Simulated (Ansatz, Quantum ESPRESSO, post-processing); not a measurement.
# In chain with one atom pushed 1.0 Å aside at constant bond length: ballistic transmission, part 4 of 4

How well does the junction conduct in the ballistic limit? It is: In chain with one atom pushed 1.0 Å aside at constant bond length.

Quantum ESPRESSO 7.5; plane-wave DFT, PBE, GBRV ultrasoft pseudopotentials; cross-check by Ansatz 0.2.0 with PAW datasets.

So far. Step 2 (Ground state): The run needed 16 iterations to bring the estimated error under 1e-07 Ry; the largest force on any atom, held or free, is 0.16 eV/Å. Step 3 (Transmission with pwcond.x): At no point does T exceed the number of channels.

## 5. Cross-check with Ansatz

As a check, the same structure is run in Ansatz.

Level of this step: plane-wave DFT, PBE, Ansatz PAW (Ansatz 0.2.0).

Contents of input.yaml:

```yaml
crystal:
  lattice:
    - [7.5, 0.0, 0.0]
    - [0.0, 7.5, 0.0]
    - [0.0, 0.0, 32.1006756346]
  atoms:
    - { symbol: In, position: [0.5, 0.5, 0.0] }
    - { symbol: In, position: [0.5, 0.5, 0.0918983773] }
    - { symbol: In, position: [0.5, 0.5, 0.1837967545] }
    - { symbol: In, position: [0.5, 0.5, 0.2756951318] }
    - { symbol: In, position: [0.5, 0.5, 0.3675935091] }
    - { symbol: In, position: [0.633333333, 0.5, 0.4540508114] }
    - { symbol: In, position: [0.5, 0.5, 0.5405081137] }
    - { symbol: In, position: [0.5, 0.5, 0.6324064909] }
    - { symbol: In, position: [0.5, 0.5, 0.7243048682] }
    - { symbol: In, position: [0.5, 0.5, 0.8162032455] }
    - { symbol: In, position: [0.5, 0.5, 0.9081016227] }
kpoints:
  mp_grid: { grid: [1, 1, 4] }
hamiltonian:
  xc: pbe
scf:
  occupations: { method: fermi_dirac, width: 0.1 }
  convergence: { dr2_threshold: 1.0e-08 }
output:
  transmission:
    leads: [[0, 1]]
    e_range: [-2.0, 2.0]
    de: 0.05
    kmesh: [1, 1]
    reduced_basis: true
  write_potential: true
  write_density: true
  volumetric_format: npy
  elf: true
```

Run with:

```bash
> ansatz run input.yaml --threads 4 --pin off --max-ram 8192MiB --backend cpu --events-out ev --progress --plain --runs-dir out
```

Numbers of over 12 decimals in the logs are rounded to 6 here.

The log of the run:

```text
Engine: ansatz 0.2.0, aarch64-unknown-linux-gnu
Pseudopotentials: kind: paw
Pseudopotential: In, paw, valence charge 13, recommended cutoff 420 eV (normal), In.paw.azcp
Functional definition: PBE
  parameter kappa = 0.804
  parameter beta = 0.066725
  exchange = pbe_x(kappa = kappa, mu = beta*pi^2/3)
  correlation = pbe_c(beta = beta)
Crystal: 11 atoms, lattice volume = 1805.663 Å³
Basis set: ecut = 420 eV, 35427 PW (Γ)
Bands: 86, of which v1, the nominal top of the filled ones, is band 72 counted from 1 (71 counted from 0)
Symmetry: 4 space group operations
Space group: Pmm2 (ITA 25), of the structure as read, at distance tolerance 1.2e-4 Å
k-points: 3 of 4
Non-local potential: In, projectors of the file, l = 0: 2, l = 1: 2, l = 2: 2, l = 3: 2
PAW form: soft (Blöchl's): semilocal exchange-correlation on the pseudo side does not see the compensation charge
PAW one-centre angular grid: In, 590 points (default); XC on 64 Gauss nodes
Initial density: superposition of atomic densities (neutral atoms: chi_scale 0, normalization atom), corrected by the library's trained network
Initial wavefunctions: pseudopotential atomic-orbital guess
Functional: x = pbe(κ = 0.804, μ = 0.219515), c = pbe(β = 0.066725)
SCF iter   1: F=—  HF=-61563.207428 eV  |F-HF|=—  |Δ(HF+E_count)|=         —  Δρ=1.07e-3  dr2=7.98e-2  ethr=1.77e-3  ⟨swp⟩=5.0  Hψ=852  notcnv=0
preconditioner: auto → LDOS  [metal: Δε(μ)=0.066 eV  Ē_g=13.225 eV  σ=0.100 eV  W_gap=0.16  n_scr=166 (ndim 8)  ℏωp=10.4 eV  f_vac=0.624  D(μ)=24.78/eV (n_scr^D=112)  β→1.0]
SCF iter   2: F=—  HF=-61563.191422 eV  |F-HF|=—  |Δ(HF+E_count)|=   1.60e-2  Δρ=8.02e-4  dr2=1.59e-2  ethr=5.58e-5  ⟨swp⟩=2.0  Hψ=541  notcnv=0
SCF iter   3: F=—  HF=-61563.191983 eV  |F-HF|=—  |Δ(HF+E_count)|=   5.62e-4  Δρ=6.70e-4  dr2=1.02e-2  ethr=1.11e-5  ⟨swp⟩=2.0  Hψ=477  notcnv=0
SCF iter   4: F=—  HF=-61563.188280 eV  |F-HF|=—  |Δ(HF+E_count)|=   3.70e-3  Δρ=8.95e-5  dr2=4.11e-4  ethr=7.16e-6  ⟨swp⟩=2.0  Hψ=476  notcnv=0
SCF iter   5: F=—  HF=-61563.188384 eV  |F-HF|=—  |Δ(HF+E_count)|=   1.04e-4  Δρ=3.98e-5  dr2=3.56e-5  ethr=2.87e-7  ⟨swp⟩=2.0  Hψ=380  notcnv=0
SCF iter   6: F=—  HF=-61563.188379 eV  |F-HF|=—  |Δ(HF+E_count)|=   4.46e-6  Δρ=1.41e-5  dr2=6.84e-6  ethr=2.49e-8  ⟨swp⟩=2.0  Hψ=479  notcnv=0
SCF iter   7: F=—  HF=-61563.188124 eV  |F-HF|=—  |Δ(HF+E_count)|=   2.55e-4  Δρ=3.71e-6  dr2=7.52e-7  ethr=4.78e-9  ⟨swp⟩=2.7  Hψ=521  notcnv=0
SCF iter   8: F=—  HF=-61563.188125 eV  |F-HF|=—  |Δ(HF+E_count)|=   2.67e-7  Δρ=1.59e-6  dr2=1.50e-7  ethr=5.26e-10  ⟨swp⟩=2.0  Hψ=374  notcnv=0
SCF iter   9: F=—  HF=-61563.188125 eV  |F-HF|=—  |Δ(HF+E_count)|=   5.85e-9  Δρ=1.10e-6  dr2=5.67e-8  ethr=1.05e-10  ⟨swp⟩=2.0  Hψ=472  notcnv=0
SCF iter  10: F=-61563.188125 eV  HF=-61563.188125 eV  |F-HF|=3.18e-9  |Δ(HF+E_count)|=   1.18e-8  Δρ=3.19e-7  dr2=7.44e-9  ethr=6.99e-12  ⟨swp⟩=3.3  Hψ=959  notcnv=0
SCF 1 converged in 10 iterations: F = -61563.188125 eV  dr2 = 7.44e-9
  greatest PAW one-centre occupation: 0.983 electrons in one spin orbital (limit 2), on the In atom at site 7 (counted from 0), in its partial waves of l = 2
transmission: 40 of 240 steps passed
transmission: 80 of 240 steps passed
[...]
transmission: 240 of 240 steps passed
WARN: The output density's exchange-correlation potential varies sharply where the density is thin. Do not read a vacuum level from v_tot or v_xc, or from such a field of the output density. On a cell that repeats whose density bears no net charge and no dipole along the vacuum's axis use v_es (v_loc + v_h of the components); under efield.dipole_correction with no amplitude use v_es + v_field, which holds any externa [...]
SCF converged after 10 iterations
Free energy (F): -61563.188125 eV
Harris-Foulkes:  -61563.188125 eV  (|F-HF|=3.18e-9)
Internal energy: -61562.415109 eV  (E = F + TS)
E sigma→0 (E₀):  -61562.801617 eV
Entropy (-TS):   -0.773016 eV (-70.274 meV/atom)
Fermi energy:    -1.079689 eV
--- Per-component energies (eV) ---
  E_band       = -1904.616996
  E_kinetic    = 2636.862886
  E_local      = -27173.546464  (includes V_loc(G=0)·N_el)
  E_nonlocal   = 4020.578252
  E_hartree    = 11477.353700
  E_xc         = -2362.174018
  E_vxc        = -1078.246641  (∫ρ·V_xc dr)
  E_paw        = -45658.301149  (= ΣΔE_a)
  E_vpaw       = -3264.973268  (= ΣTr[D̂ρ^β])
  E_aug_tail   = 0.000283  (compensation charges beyond the density's cutoff)
  E_ewald      = -4503.188599
  E_smearing   = -0.773016  (= −TS)
  E_closure    = 0.000000  (closes the sum)
  Σ components = -61563.188125   (vs F -61563.188125, Δ=0.00e0)
--- Band table (eV) ---
  k-point 0: bands = [... 68 lower, -1.2614, -1.2227, -1.1004, -1.0989, -1.0959, -0.9935, -0.6699, -0.6372, ... 10 higher]
  k-point 1: bands = [... 68 lower, -1.2511, -1.2071, -1.1689, -1.1332, -1.0060, -0.8888, -0.8283, -0.7648, ... 10 higher]
  k-point 2: bands = [... 68 lower, -1.2286, -1.2225, -1.2179, -1.0255, -1.0038, -0.8982, -0.8917, -0.6853, ... 10 higher]
--- Transmission ---
  basis      : 497 plane waves across, 40 finite elements along
  points     : 1, standing for a mesh of 1 x 1
  energies   : 81 from -2.000000 to 2.000000 eV about the Fermi level, 0.050000 eV apart; the leads are filled to 0.000000 eV, and channels, transmission and decay are at 0.000000 eV
  crystal 0  : In1, at the sites [0, 1], period 2.9500 Å, over 29.50 Å; its Hamiltonian steps by up to 9.3 meV
    offset         : up to 0.0000 Å between an atom of the period and one for which it stands
    channels       : 3.000000e0 a spin
    conductance    : none, the energies end too early or step too widely for 300 K: set another output.transmission.e_range or a lower de, or, where they end at an eighth of basis.ecutwfc, a higher one
  junction   : crystal 0 to crystal 0, -1.47 to 27.68 Å
    transmission   : 2.481103e0 a spin
    error estimate : 4.938505e-4 a spin from the reduction of the transverse basis, at the most 1.033436e-3 at -0.150000 eV
    conductance    : none, the energies end too early or step too widely for 300 K: set another output.transmission.e_range or a lower de, or, where they end at an eighth of basis.ecutwfc, a higher one
```

Elapsed: 50 s, on 4 threads of Arm Neoverse V2, shared host; peak memory 2 GiB; 3.1 min of CPU time.

Read from the output:

| Property | Result |
| --- | --- |
| free energy | -61563.1881 eV |
| energy at zero smearing | -61562.8016 eV |
| smearing term TS | 0.7730 eV |
| Fermi energy | -1.080 eV |
| symmetry operations | 4 |
| transmission at the Fermi level, one spin | 2.481 |
| step of the lead's Hamiltonian over a period | 9.3 meV |

Per spin. The transmission by energy, zero at the Fermi level:

```
energy (eV)  transmission
      -2.00             0
      -1.85             0
      -1.70             0
      -1.60             0
      -1.45             0
      -1.30         0.559
      -1.15         0.879
      -1.05         0.890
      -0.90         0.883
      -0.75         0.859
      -0.60         0.814
      -0.50         0.767
      -0.35         0.643
      -0.20         0.359
      -0.05          2.39
       0.00          2.48
       0.05          2.54
       0.20          2.63
       0.35          2.70
       0.50          2.75
       0.60          2.79
       0.75          2.83
       0.90          2.86
       1.05          2.89
       1.15          2.90
       1.25          2.90
       1.30          2.90
       1.45          2.89
       1.60          2.85
       1.70          2.80
       1.85          2.66
       2.00          2.42
```

Per spin. The open channels by energy, zero at the Fermi level:

energy (eV), open channels and a bar:
```
    -2.00       0.00 
    -1.90       0.00 
    -1.80       0.00 
    -1.70       0.00 
    -1.55       0.00 
    -1.45       0.00 
    -1.35       0.00 
    -1.25       1.00 ##########
    -1.15       1.00 ##########
    -1.05       1.00 ##########
    -0.90       1.00 ##########
    -0.80       1.00 ##########
    -0.70       1.00 ##########
    -0.60       1.00 ##########
    -0.50       1.00 ##########
    -0.40       1.00 ##########
    -0.25       1.00 ##########
    -0.15       3.00 ##############################
    -0.05       3.00 ##############################
     0.00       3.00 ##############################
     0.05       3.00 ##############################
     0.15       3.00 ##############################
     0.25       3.00 ##############################
     0.40       3.00 ##############################
     0.50       3.00 ##############################
     0.60       3.00 ##############################
     0.70       3.00 ##############################
     0.80       3.00 ##############################
     0.90       3.00 ##############################
     1.05       3.00 ##############################
     1.15       3.00 ##############################
     1.25       3.00 ##############################
     1.35       3.00 ##############################
     1.45       3.00 ##############################
     1.55       3.00 ##############################
     1.70       3.00 ##############################
     1.80       3.00 ##############################
     1.90       3.00 ##############################
     2.00       3.00 ##############################
```

Valence density in the ca plane at fractional y = 0.500, with atoms of In within 0.2 Å of it. It is the smooth field of the valence electrons, not physical close to the nuclei.

Ten steps, logarithmic in the rise over the least value, from '0' (0 e/Å³) to '9' (11 e/Å³), each cell a mean:
```
00000000000000000000000000000000000000000000
00000000000000000000000000000000000000000000
00000000000000000000000000000000000000000000
00000000000000000000000000000000000000000000
00000000000000000000000000000000000000000000
11000000000010000000100000001000000010000000
11122111111221111112221111122211111222111112
22355421123554211235542112345421123454211234
23688632236886422358864223588642235786422357
24799842247998522479985224799852247998532379
24799742246997422369974223689742236897422368
12466532224665322246653212466532124665321246
11233211112332111123321111233221112332111123
00111100001111100011111000111110001111100011
00000000000000000000000000000000000000000000
00000000000000000000000000000000000000000000
00000000000000000000000000000000000000000000
00000000000000000000000000000000000000000000
00000000000000000000000000000000000000000000
00000000000000000000000000000000000000000000
```
Columns run along c (16.0 Å, from fractional 0.50 to 1.00 of the cell), rows up along a (7.5 Å). Atoms in or near the plane, at fractional coordinates: In at (0.54, 0.50), In at (0.63, 0.50), In at (0.72, 0.50), In at (0.82, 0.50), In at (0.91, 0.50).

ELF in the ca plane at fractional y = 0.500, with atoms of In within 0.2 Å of it. It is the smooth field of the valence electrons, not physical close to the nuclei.

Values, 11 rows by 16 columns, each cell a mean:
```
0.07 0.01 0.01 0.01 0.01 0.01 0.01 0.01 0.01 0.01 0.01 0.01 0.01 0.01 0.00 0.01
0.21 0.06 0.06 0.11 0.13 0.08 0.10 0.15 0.09 0.10 0.14 0.08 0.11 0.14 0.07 0.12
0.33 0.20 0.19 0.29 0.33 0.22 0.26 0.35 0.25 0.27 0.34 0.23 0.30 0.34 0.21 0.31
0.37 0.27 0.32 0.38 0.32 0.35 0.35 0.33 0.38 0.34 0.33 0.36 0.35 0.33 0.35 0.35
0.33 0.18 0.33 0.33 0.19 0.35 0.29 0.19 0.36 0.28 0.20 0.36 0.26 0.21 0.36 0.25
0.31 0.03 0.30 0.27 0.03 0.33 0.24 0.05 0.34 0.21 0.07 0.34 0.18 0.09 0.34 0.16
0.38 0.26 0.35 0.32 0.25 0.37 0.32 0.25 0.37 0.30 0.26 0.37 0.29 0.26 0.37 0.29
0.45 0.39 0.35 0.31 0.33 0.37 0.36 0.35 0.34 0.35 0.37 0.33 0.35 0.36 0.33 0.37
0.28 0.34 0.18 0.16 0.26 0.21 0.23 0.28 0.18 0.23 0.30 0.17 0.24 0.29 0.17 0.26
0.03 0.07 0.04 0.04 0.07 0.06 0.06 0.08 0.05 0.07 0.09 0.05 0.06 0.09 0.05 0.07
0.00 0.00 0.00 0.00 0.00 0.00 0.00 0.00 0.00 0.00 0.00 0.00 0.00 0.00 0.00 0.00
```
Columns run along c (16.0 Å, from fractional 0.50 to 1.00 of the cell), rows up along a (7.5 Å). Atoms in or near the plane, at fractional coordinates: In at (0.54, 0.50), In at (0.63, 0.50), In at (0.72, 0.50), In at (0.82, 0.50), In at (0.91, 0.50).

Ansatz finds T = 2.48 against pwcond's 2.51.

## 6. All levels side by side

All levels:

```
                   step  T at the Fermi level (per spin)  conductance (G0)  r.m.s. T(E) from the first  CPU time of the step (s)  peak memory (GiB)
                 Ansatz                            2.481                 -                           0                     184.5              2.047
                 pwcond                            2.511             2.511                     0.09698                      1712               0.67
pwcond, changed setting                            2.511             2.511                     0.09699                      1824               0.69
```

Per spin. Transmission against energy, zero at the Fermi level:

```
energy (eV)  Ansatz  pwcond  pwcond, changed setting
      -2.00       0       0                        0
      -1.90       0       0                        0
      -1.70       0       0                        0
      -1.60       0       0                        0
      -1.40       0       0                        0
      -1.30   0.559       0                        0
      -1.20   0.861   0.888                    0.888
      -1.00   0.890   0.902                    0.902
      -0.90   0.883   0.892                    0.892
      -0.80   0.869   0.876                    0.876
      -0.60   0.814   0.823                    0.823
      -0.50   0.767   0.777                    0.777
      -0.30   0.577   0.597                    0.597
      -0.20   0.359   0.396                    0.396
      -0.10    2.25    2.30                     2.30
       0.00    2.48    2.51                     2.51
       0.10    2.58    2.58                     2.58
       0.20    2.63    2.62                     2.62
       0.30    2.68    2.66                     2.66
       0.50    2.75    2.74                     2.74
       0.60    2.79    2.78                     2.78
       0.80    2.84    2.84                     2.84
       0.90    2.86    2.86                     2.86
       1.00    2.88    2.87                     2.87
       1.20    2.90    2.90                     2.90
       1.30    2.90    2.90                     2.90
       1.40    2.90    2.89                     2.89
       1.60    2.85    2.83                     2.83
       1.70    2.80    2.76                     2.76
       1.90    2.60    2.47                     2.47
       2.00    2.42    2.21                     2.21
```

## 7. The arithmetic

G = 2.51 × 77.48 µS = 195 µS a cell, a resistance of 5.14 kΩ.

## 8. What came out

| Property | Result |
| --- | --- |
| conductance from T at the Fermi level, a cell (G₀ = 2e²/h) | 2.51 G₀ |
| lead channels per spin | 3.00 |
| the same conductance by Ansatz | 2.48 G₀ |

**Reading.** The junction conducts 2.51 G₀ a cell at the Fermi level (PBE, GBRV ultrasoft). At the Fermi level the junction passes 84 % of what the leads offer. At the Fermi level pwcond and Ansatz differ by 1.2 %, a close match. Over -2 to 2 eV, T lies between 0 and 2.9 per spin. The geometry is as built, not relaxed, and the leads are short.

[Logs are printed without paths, hosts, clocks, repeated set-up lines and the standing remarks that a program may print on its own settings, such as how far it seeks lower states.]

[Hosts, paths, dates, database ids (printed as entryN), source tags and the programs' standing remarks are cut or masked in the printed files.]

[Maps of the electrostatic potential energy from Ansatz leave out the sawtooth potential of an applied field or a dipole correction, so their vacuum need not be flat; planar profiles and work functions include it.]
